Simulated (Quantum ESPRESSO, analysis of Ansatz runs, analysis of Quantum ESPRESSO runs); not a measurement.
# Substitutional N in diamond: charge-transition level, PBE (Quantum ESPRESSO), part 3 of 4

Subject: substitutional N in diamond. Wanted: its charge-transition level, in one set-up (PBE, GBRV 1.5 PBE, 64-site cell, PBE lattice, k: the zone centre alone then 2x2x2 shifted, started with the impurity moved along one bond, dielectric constants 5.7 and 5.7 (handbook)). The model is a cell of 64 host atoms with 1 C taken out and 1 N put in. The level is the Fermi energy at which two charge states have equal formation energy, after a correction for the images of the charge. A local or semilocal functional is the cheapest first rung.

Quantum ESPRESSO 7.5; PBE, GBRV 1.5 PBE, 64-site cell, PBE lattice, k: the zone centre alone then 2x2x2 shifted, started with the impurity moved along one bond, dielectric constants 5.7 and 5.7 (handbook).

So far: Set-up; Relaxation, charge +1; Single point, charge +1.

## (4) Relaxation, charge 0

Level of this step: Quantum ESPRESSO plane-wave DFT, PBE, GBRV 1.5 PBE potentials; relaxation of all atoms of a defect supercell (Quantum ESPRESSO).

The input, pw.in:

```
&CONTROL
  calculation = 'relax'
  prefix = 'pwscf'
  outdir = './tmp'
  pseudo_dir = './pseudo'
  tprnfor = .true.
  disk_io = 'low'
  nstep = 70
  forc_conv_thr = 0.00078
  etot_conv_thr = 0.0001
/
&SYSTEM
  ibrav = 0
  nat = 64
  ntyp = 2
  ecutwfc = 45
  ecutrho = 360
  nbnd = 133
  occupations = 'smearing'
  smearing = 'fd'
  degauss = 0.00073499
  nspin = 2
  starting_magnetization(1) = 0.125
  starting_magnetization(2) = 0.1
  tot_magnetization = 1
  nosym = .true.
/
&ELECTRONS
  conv_thr = 6d-08
  electron_maxstep = 100
  mixing_beta = 0.3
/
&IONS
  ion_dynamics = 'bfgs'
/
ATOMIC_SPECIES
C     12.0110 c_pbe_v1.2.uspp.F.UPF
N     14.0070 n_pbe_v1.2.uspp.F.UPF
CELL_PARAMETERS angstrom
   7.1418068620    0.0000000000    0.0000000000
   0.0000000000    7.1418068620    0.0000000000
   0.0000000000    0.0000000000    7.1418068620
ATOMIC_POSITIONS crystal
C     -0.0018251791   -0.0020026036    0.2492924646
C      0.0025402807    0.2506071883    0.0010102486
[... 1 atom line left out ...]
C      0.2516850629    0.2478359224    0.2505653644
C      0.1255780345    0.1275928869    0.3758860698
C      0.1269139130    0.3734409991    0.1236775934
C      0.3742879488    0.1247371575    0.1276955895
N      0.3981972563    0.4013726688    0.3977576918
[... 5 atom lines left out ...]
C      0.1247317517    0.3777041269    0.6256767914
[... 6 atom lines left out ...]
C      0.1275129535    0.6245116097    0.3761352735
[... 5 atom lines left out ...]
C      0.2519381983    0.4980314452    0.5004587868
[... 9 atom lines left out ...]
C      0.6238854607    0.1267653050    0.3731335043
[... 4 atom lines left out ...]
C      0.4976834190    0.2511739345    0.5010476814
[... 6 atom lines left out ...]
C      0.5010127418    0.4991790601    0.2524784507
[... 3 atom lines left out ...]
C      0.6222888161    0.6255121933    0.3754790054
[... 10 atom lines left out ...]
C      0.8758402717    0.8723386341    0.8747689569
K_POINTS gamma
```

Command:

```console
OMP_NUM_THREADS=1 mpirun -n 4 pw.x -in pw.in > pw.out
```

What it wrote:

```text
[banner, memory and clock lines left out]
          URL

     gamma-point specific algorithms are used

     bravais-lattice index     =            0
     lattice parameter (alat)  =      13.4961  a.u.
     unit-cell volume          =    2458.2209 (a.u.)^3
     number of atoms/cell      =           64
     number of atomic types    =            2
     number of electrons       =       257.00 (up: 129.00, down: 128.00)
     number of Kohn-Sham states=          133
     kinetic-energy cutoff     =      45.0000  Ry
     charge density cutoff     =     360.0000  Ry
     scf convergence threshold =      6.0E-08
     mixing beta               =       0.3000
     number of iterations used =            8  plain     mixing
     energy convergence thresh.=      1.0E-04
     force convergence thresh. =      7.8E-04
     Exchange-correlation= SLA  PW   PBE  PBE
                           (   1   4   3   4   0   0   0)
     nstep                     =           70

     celldm(1)=  13.496059  celldm(2)=   0.000000  celldm(3)=   0.000000
     celldm(4)=   0.000000  celldm(5)=   0.000000  celldm(6)=   0.000000

     crystal axes: (cart. coord. in units of alat)
               a(1) = (   1.000000   0.000000   0.000000 )
               a(2) = (   0.000000   1.000000   0.000000 )
               a(3) = (   0.000000   0.000000   1.000000 )

     reciprocal axes: (cart. coord. in units 2 pi/alat)
               b(1) = (  1.000000  0.000000  0.000000 )
               b(2) = (  0.000000  1.000000  0.000000 )
               b(3) = (  0.000000  0.000000  1.000000 )

     PseudoPot. # 1 for C  read from file:
     c_pbe_v1.2.uspp.F.UPF
     Pseudo is Ultrasoft + core correction, Zval =  4.0
     Generated by new atomic code, or converted to UPF format
     Using radial grid of  721 points,  4 beta functions with:
                l(1) =   0
                l(2) =   0
                l(3) =   1
                l(4) =   1
     Q(r) pseudized with  8 coefficients,  rinner =    1.100   1.100   1.100

     PseudoPot. # 2 for N  read from file:
     n_pbe_v1.2.uspp.F.UPF
     Pseudo is Ultrasoft + core correction, Zval =  5.0
     Generated by new atomic code, or converted to UPF format
     Using radial grid of  729 points,  4 beta functions with:
                l(1) =   0
                l(2) =   0
                l(3) =   1
                l(4) =   1
     Q(r) pseudized with  8 coefficients,  rinner =    0.900   0.900   0.900

     atomic species   valence    mass     pseudopotential
     C                 4.00    12.01100     C ( 1.00)
     N                 5.00    14.00700     N ( 1.00)

     Starting magnetic structure
     atomic species   magnetization
     C               0.125
     N               0.100

     No symmetry found

   Cartesian axes

     site n.     atom                  positions (alat units)
         1        C      tau(   1) = (  -0.0018252  -0.0020026   0.2492925  )
         2        C      tau(   2) = (   0.0025403   0.2506072   0.0010102  )
         3        C      tau(   3) = (   0.2486293   0.0012573   0.0020935  )
         4        C      tau(   4) = (   0.2516851   0.2478359   0.2505654  )
         5        C      tau(   5) = (   0.1255780   0.1275929   0.3758861  )
         6        C      tau(   6) = (   0.1269139   0.3734410   0.1236776  )
         7        C      tau(   7) = (   0.3742879   0.1247372   0.1276956  )
         8        N      tau(   8) = (   0.3981973   0.4013727   0.3977577  )
         9        C      tau(   9) = (  -0.0002514  -0.0014448   0.7476143  )
        10        C      tau(  10) = (   0.0001838   0.2518460   0.4979022  )
        11        C      tau(  11) = (   0.2478440  -0.0015121   0.4990474  )
        12        C      tau(  12) = (   0.2492321   0.2481419   0.7519494  )
        13        C      tau(  13) = (   0.1255146   0.1253475   0.8722693  )
        14        C      tau(  14) = (   0.1247318   0.3777041   0.6256768  )
        15        C      tau(  15) = (   0.3765564   0.1229051   0.6239845  )
        16        C      tau(  16) = (   0.3724484   0.3761321   0.8752231  )
        17        C      tau(  17) = (   0.0014379   0.5002325   0.2476082  )
[...]
57        C      tau(  57) = (   0.5001930   0.5027107   0.7493237  )
        58        C      tau(  58) = (   0.5026726   0.7501372   0.5008251  )
        59        C      tau(  59) = (   0.7505108   0.5017908   0.4979085  )
        60        C      tau(  60) = (   0.7477373   0.7504745   0.7515803  )
        61        C      tau(  61) = (   0.6277289   0.6253915   0.8754923  )
        62        C      tau(  62) = (   0.6234030   0.8727038   0.6251389  )
        63        C      tau(  63) = (   0.8738418   0.6271266   0.6264066  )
        64        C      tau(  64) = (   0.8758403   0.8723386   0.8747690  )

     number of k points=     1  Fermi-Dirac smearing, width (Ry)=  0.0007
                       cart. coord. in units 2pi/alat
        k(    1) = (   0.0000000   0.0000000   0.0000000), wk =   1.0000000

     Dense  grid:   141621 G-vectors     FFT dimensions: (  81,  81,  81)

     Smooth grid:    50189 G-vectors     FFT dimensions: (  60,  60,  60)

     Generating pointlists ...
     new r_m :   0.0838 (alat units)  1.1306 (a.u.) for type    1
     new r_m :   0.0838 (alat units)  1.1306 (a.u.) for type    2

     Initial potential from superposition of free atoms

     starting charge     256.9974, renormalised to     257.0000
     Starting wfcs are  256 randomized atomic wfcs

     Self-consistent Calculation

     iteration #  1     ecut=    45.00 Ry     beta= 0.30
     Davidson diagonalization with overlap
     ethr =  1.00E-02,  avg # of iterations =  2.0

     total energy              =    -742.87280943 Ry
     estimated scf accuracy    <       3.97957424 Ry

     total magnetization       =     1.00 Bohr mag/cell
     absolute magnetization    =     1.23 Bohr mag/cell

     iteration #  2     ecut=    45.00 Ry     beta= 0.30
     Davidson diagonalization with overlap
     ethr =  1.55E-03,  avg # of iterations =  1.5

     total energy              =    -742.49100943 Ry
     estimated scf accuracy    <       1.61872719 Ry

     total magnetization       =     1.00 Bohr mag/cell
     absolute magnetization    =     1.10 Bohr mag/cell

     iteration #  3     ecut=    45.00 Ry     beta= 0.30
     Davidson diagonalization with overlap
     ethr =  6.30E-04,  avg # of iterations =  3.0

     total energy              =    -742.63254768 Ry
     estimated scf accuracy    <       0.02608708 Ry

     total magnetization       =     1.00 Bohr mag/cell
[...]
CASE: energy            _new < energy            _old

     new trust radius        =       0.0029584841 bohr
     new conv_thr            =       0.0000000006 Ry

ATOMIC_POSITIONS (crystal)
C               -0.0027122803       -0.0022326079        0.2492859125
C               -0.0027308628        0.2499396561       -0.0028715164
C                0.2494674479       -0.0022293419       -0.0028685977
C                0.2302096453        0.2306958633        0.2300617137
C                0.1226206675        0.1231033028        0.3714108104
C                0.1226151831        0.3720235172        0.1224916154
C                0.3715665249        0.1231032606        0.1224897249
N                0.3920847555        0.3925717827        0.3919466926
C               -0.0001456167        0.0003007198        0.7488498027
C                0.0012242989        0.2505977871        0.4984053076
C                0.2501039686        0.0017078632        0.4984109828
C                0.2502240189        0.2506886936        0.7495770349
C                0.1243224421        0.1248016370        0.8734234168
C                0.1276335031        0.3747198209        0.6234847524
C                0.3742398971        0.1281270617        0.6234707816
C                0.3751467689        0.3756261371        0.8758583753
[...]
NEW-OLD atomic charge density approx. for the potential
     Generating pointlists ...

     Self-consistent Calculation

     iteration #  1     ecut=    45.00 Ry     beta= 0.30
     Davidson diagonalization with overlap
     ethr =  1.00E-06,  avg # of iterations =  2.0

     Threshold (ethr) on eigenvalues was too large:
     Diagonalizing with lowered threshold

     Davidson diagonalization with overlap
     ethr =  1.48E-09,  avg # of iterations =  5.5

     total energy              =    -742.74891184 Ry
     estimated scf accuracy    <       0.00000581 Ry

     total magnetization       =     1.00 Bohr mag/cell
     absolute magnetization    =     1.14 Bohr mag/cell

     iteration #  2     ecut=    45.00 Ry     beta= 0.30
     Davidson diagonalization with overlap
     ethr =  2.26E-09,  avg # of iterations =  2.0

     total energy              =    -742.74891173 Ry
     estimated scf accuracy    <       0.00000175 Ry

     total magnetization       =     1.00 Bohr mag/cell
     absolute magnetization    =     1.14 Bohr mag/cell

     iteration #  3     ecut=    45.00 Ry     beta= 0.30
     Davidson diagonalization with overlap
     ethr =  6.82E-10,  avg # of iterations =  3.0

     total energy              =    -742.74891200 Ry
     estimated scf accuracy    <       0.00000022 Ry

     total magnetization       =     1.00 Bohr mag/cell
     absolute magnetization    =     1.14 Bohr mag/cell

     iteration #  4     ecut=    45.00 Ry     beta= 0.30
     Davidson diagonalization with overlap
     ethr =  8.39E-11,  avg # of iterations =  2.0

     total energy              =    -742.74891204 Ry
     estimated scf accuracy    <       0.00000004 Ry

     total magnetization       =     1.00 Bohr mag/cell
     absolute magnetization    =     1.14 Bohr mag/cell

     iteration #  5     ecut=    45.00 Ry     beta= 0.30
     Davidson diagonalization with overlap
     ethr =  1.66E-11,  avg # of iterations =  3.5

     total energy              =    -742.74891205 Ry
     estimated scf accuracy    <          9.3E-09 Ry

     total magnetization       =     1.00 Bohr mag/cell
     absolute magnetization    =     1.14 Bohr mag/cell

     iteration #  6     ecut=    45.00 Ry     beta= 0.30
     Davidson diagonalization with overlap
     ethr =  3.63E-12,  avg # of iterations =  3.0

     total energy              =    -742.74891205 Ry
     estimated scf accuracy    <          2.7E-09 Ry

     total magnetization       =     1.00 Bohr mag/cell
     absolute magnetization    =     1.14 Bohr mag/cell

     iteration #  7     ecut=    45.00 Ry     beta= 0.30
     Davidson diagonalization with overlap
     ethr =  1.07E-12,  avg # of iterations =  4.0

     Magnetic moment per site  (integrated on atomic sphere of radius R)
[...]
atom  57 (R=0.084)  charge=  1.7436  magn=  0.0015
     atom  58 (R=0.084)  charge=  1.7435  magn=  0.0015
     atom  59 (R=0.084)  charge=  1.7436  magn=  0.0015
     atom  60 (R=0.084)  charge=  1.7394  magn=  0.0001
     atom  61 (R=0.084)  charge=  1.7449  magn= -0.0000
     atom  62 (R=0.084)  charge=  1.7448  magn= -0.0000
     atom  63 (R=0.084)  charge=  1.7449  magn= -0.0000
     atom  64 (R=0.084)  charge=  1.7397  magn=  0.0002

     End of self-consistent calculation

 ------ SPIN UP ------------

          k = 0.0000 0.0000 0.0000 (  6267 PWs)   bands (ev):

[...]
15.3612  17.4372  17.6391  17.6393  17.7778

 ------ SPIN DOWN ----------

          k = 0.0000 0.0000 0.0000 (  6267 PWs)   bands (ev):

[...]
5.0337   5.0339   5.1371   5.1372   5.2017   5.5575   5.5576   5.6108
     5.6579   5.6797   5.6798   5.7101   5.7102   5.7368   5.8261   5.8263
     6.0704   6.8646   6.8647   7.0398   7.0398   7.0431   7.1147   8.4264
     8.4269   8.6375   8.7995   8.7996   8.9214   8.9939   8.9942   9.0906
     9.1428   9.1431   9.1638   9.1640   9.1934   9.2224   9.2428   9.2430
     9.5028   9.9823   9.9825  10.2172  10.2173  10.2543  10.2546  10.2549
    10.3064  10.3578  10.3601  10.3602  10.3986  10.4547  10.4549  10.4957
    10.4958  10.5718  10.5775  10.5779  11.2080  13.2243  13.2248  13.4440
    16.4088  17.4974  17.6497  17.6499  17.7891

     the spin up/dw Fermi energies are    16.2416   14.5942 ev

!    total energy              =    -742.74891205 Ry
     estimated scf accuracy    <          2.6E-10 Ry
     smearing contrib. (-TS)   =       0.00000000 Ry
     internal energy E=F+TS    =    -742.74891205 Ry

     The total energy is F=E-TS. E is the sum of the following terms:
     one-electron contribution =     252.93887993 Ry
     hartree contribution      =      65.26971098 Ry
     xc contribution           =    -237.76580616 Ry
     ewald contribution        =    -823.19169680 Ry

     total magnetization       =     1.00 Bohr mag/cell
     absolute magnetization    =     1.14 Bohr mag/cell

     convergence has been achieved in   7 iterations

     Forces acting on atoms (cartesian axes, Ry/au):

[...]
atom   57 type  1   force =     0.00023409    0.00015379   -0.00003904
     atom   58 type  1   force =     0.00028737    0.00009118    0.00030781
     atom   59 type  1   force =    -0.00001846    0.00015599    0.00004302
     atom   60 type  1   force =     0.00012180    0.00013359    0.00001620
     atom   61 type  1   force =     0.00022855    0.00016939    0.00013128
     atom   62 type  1   force =     0.00007075    0.00021920    0.00006381
     atom   63 type  1   force =     0.00003852    0.00001070    0.00002016
     atom   64 type  1   force =     0.00033796    0.00025437    0.00021683

     Total force =     0.002223     Total SCF correction =     0.000024
     Energy error            =      2.0E-05 Ry
     Gradient error          =      4.1E-04 Ry/Bohr

     bfgs converged in   8 scf cycles and   7 bfgs steps
     (criteria: energy <  1.0E-04 Ry, force <  7.8E-04 Ry/Bohr)

     End of BFGS Geometry Optimization

     Final energy             =    -742.7489120492 Ry

     File ./tmp/pwscf.bfgs deleted, as requested
Begin final coordinates

ATOMIC_POSITIONS (crystal)
[...]
C                0.5009257228        0.5014118800        0.7518425169
C                0.5009280567        0.7524465202        0.5007714907
C                0.7519942905        0.5014156626        0.5008140281
C                0.7504064934        0.7508867431        0.7502788503
C                0.6253510312        0.6258467052        0.8763818562
C                0.6253769998        0.8769940778        0.6252177625
C                0.8765392207        0.6258665686        0.6252456358
C                0.8749099109        0.8753814562        0.8747805070
End final coordinates
```

Run time: 2 min. Hardware: 4 MPI ranks of Arm Neoverse V1, shared host; peak memory 0.81 GiB; 7.9 min of CPU time.

The steps of the relaxation:

```csv
step,energy less that of the first step (eV)
0,0.0000
1,-1.0527
2,-1.2975
3,-1.3926
4,-1.4119
5,-1.4202
6,-1.4216
7,-1.4219
```

The atoms that moved most (Å):

```csv
atom,dx,dy,dz,length
C4,-0.153,-0.122,-0.146,0.245
N8,-0.044,-0.063,-0.042,0.087
C42,0.036,0.041,0.011,0.056
C27,0.031,0.037,0.015,0.051
C5,-0.021,-0.032,-0.032,0.050
C2,-0.038,-0.005,-0.028,0.047
C3,0.006,-0.025,-0.035,0.044
C7,-0.019,-0.012,-0.037,0.044
```

Neighbours of N8 at the end:

```csv
atom,distance (Å)
C42,1.480
C27,1.480
C49,1.480
C4,2.002
C31,2.381
C53,2.382
C46,2.382
C37,2.513
C23,2.513
C15,2.513
C21,2.513
C14,2.514
C38,2.514
```

Numbers from this step:

```yaml
total_moment: 1.0000 μB
integral_of_the_absolute_spin_density: 1.142 μB
```

From the first step to the last the energy fell by 1.422 eV, and the largest move was 0.24 Å (C4).

(Part 3 of 4 ends here.)

[Logs are printed without paths, hosts, clocks, repeated set-up lines and the standing remarks that a program may print on its own settings, such as how far it seeks lower states.]

[Hosts, paths, dates, database ids (printed as entryN), source tags and the programs' standing remarks are cut or masked in the printed files.]

[For some hosts the program warned that the k-mesh of the response run may be too coarse for force constants and the static dielectric constant; such warnings are not shown here.]
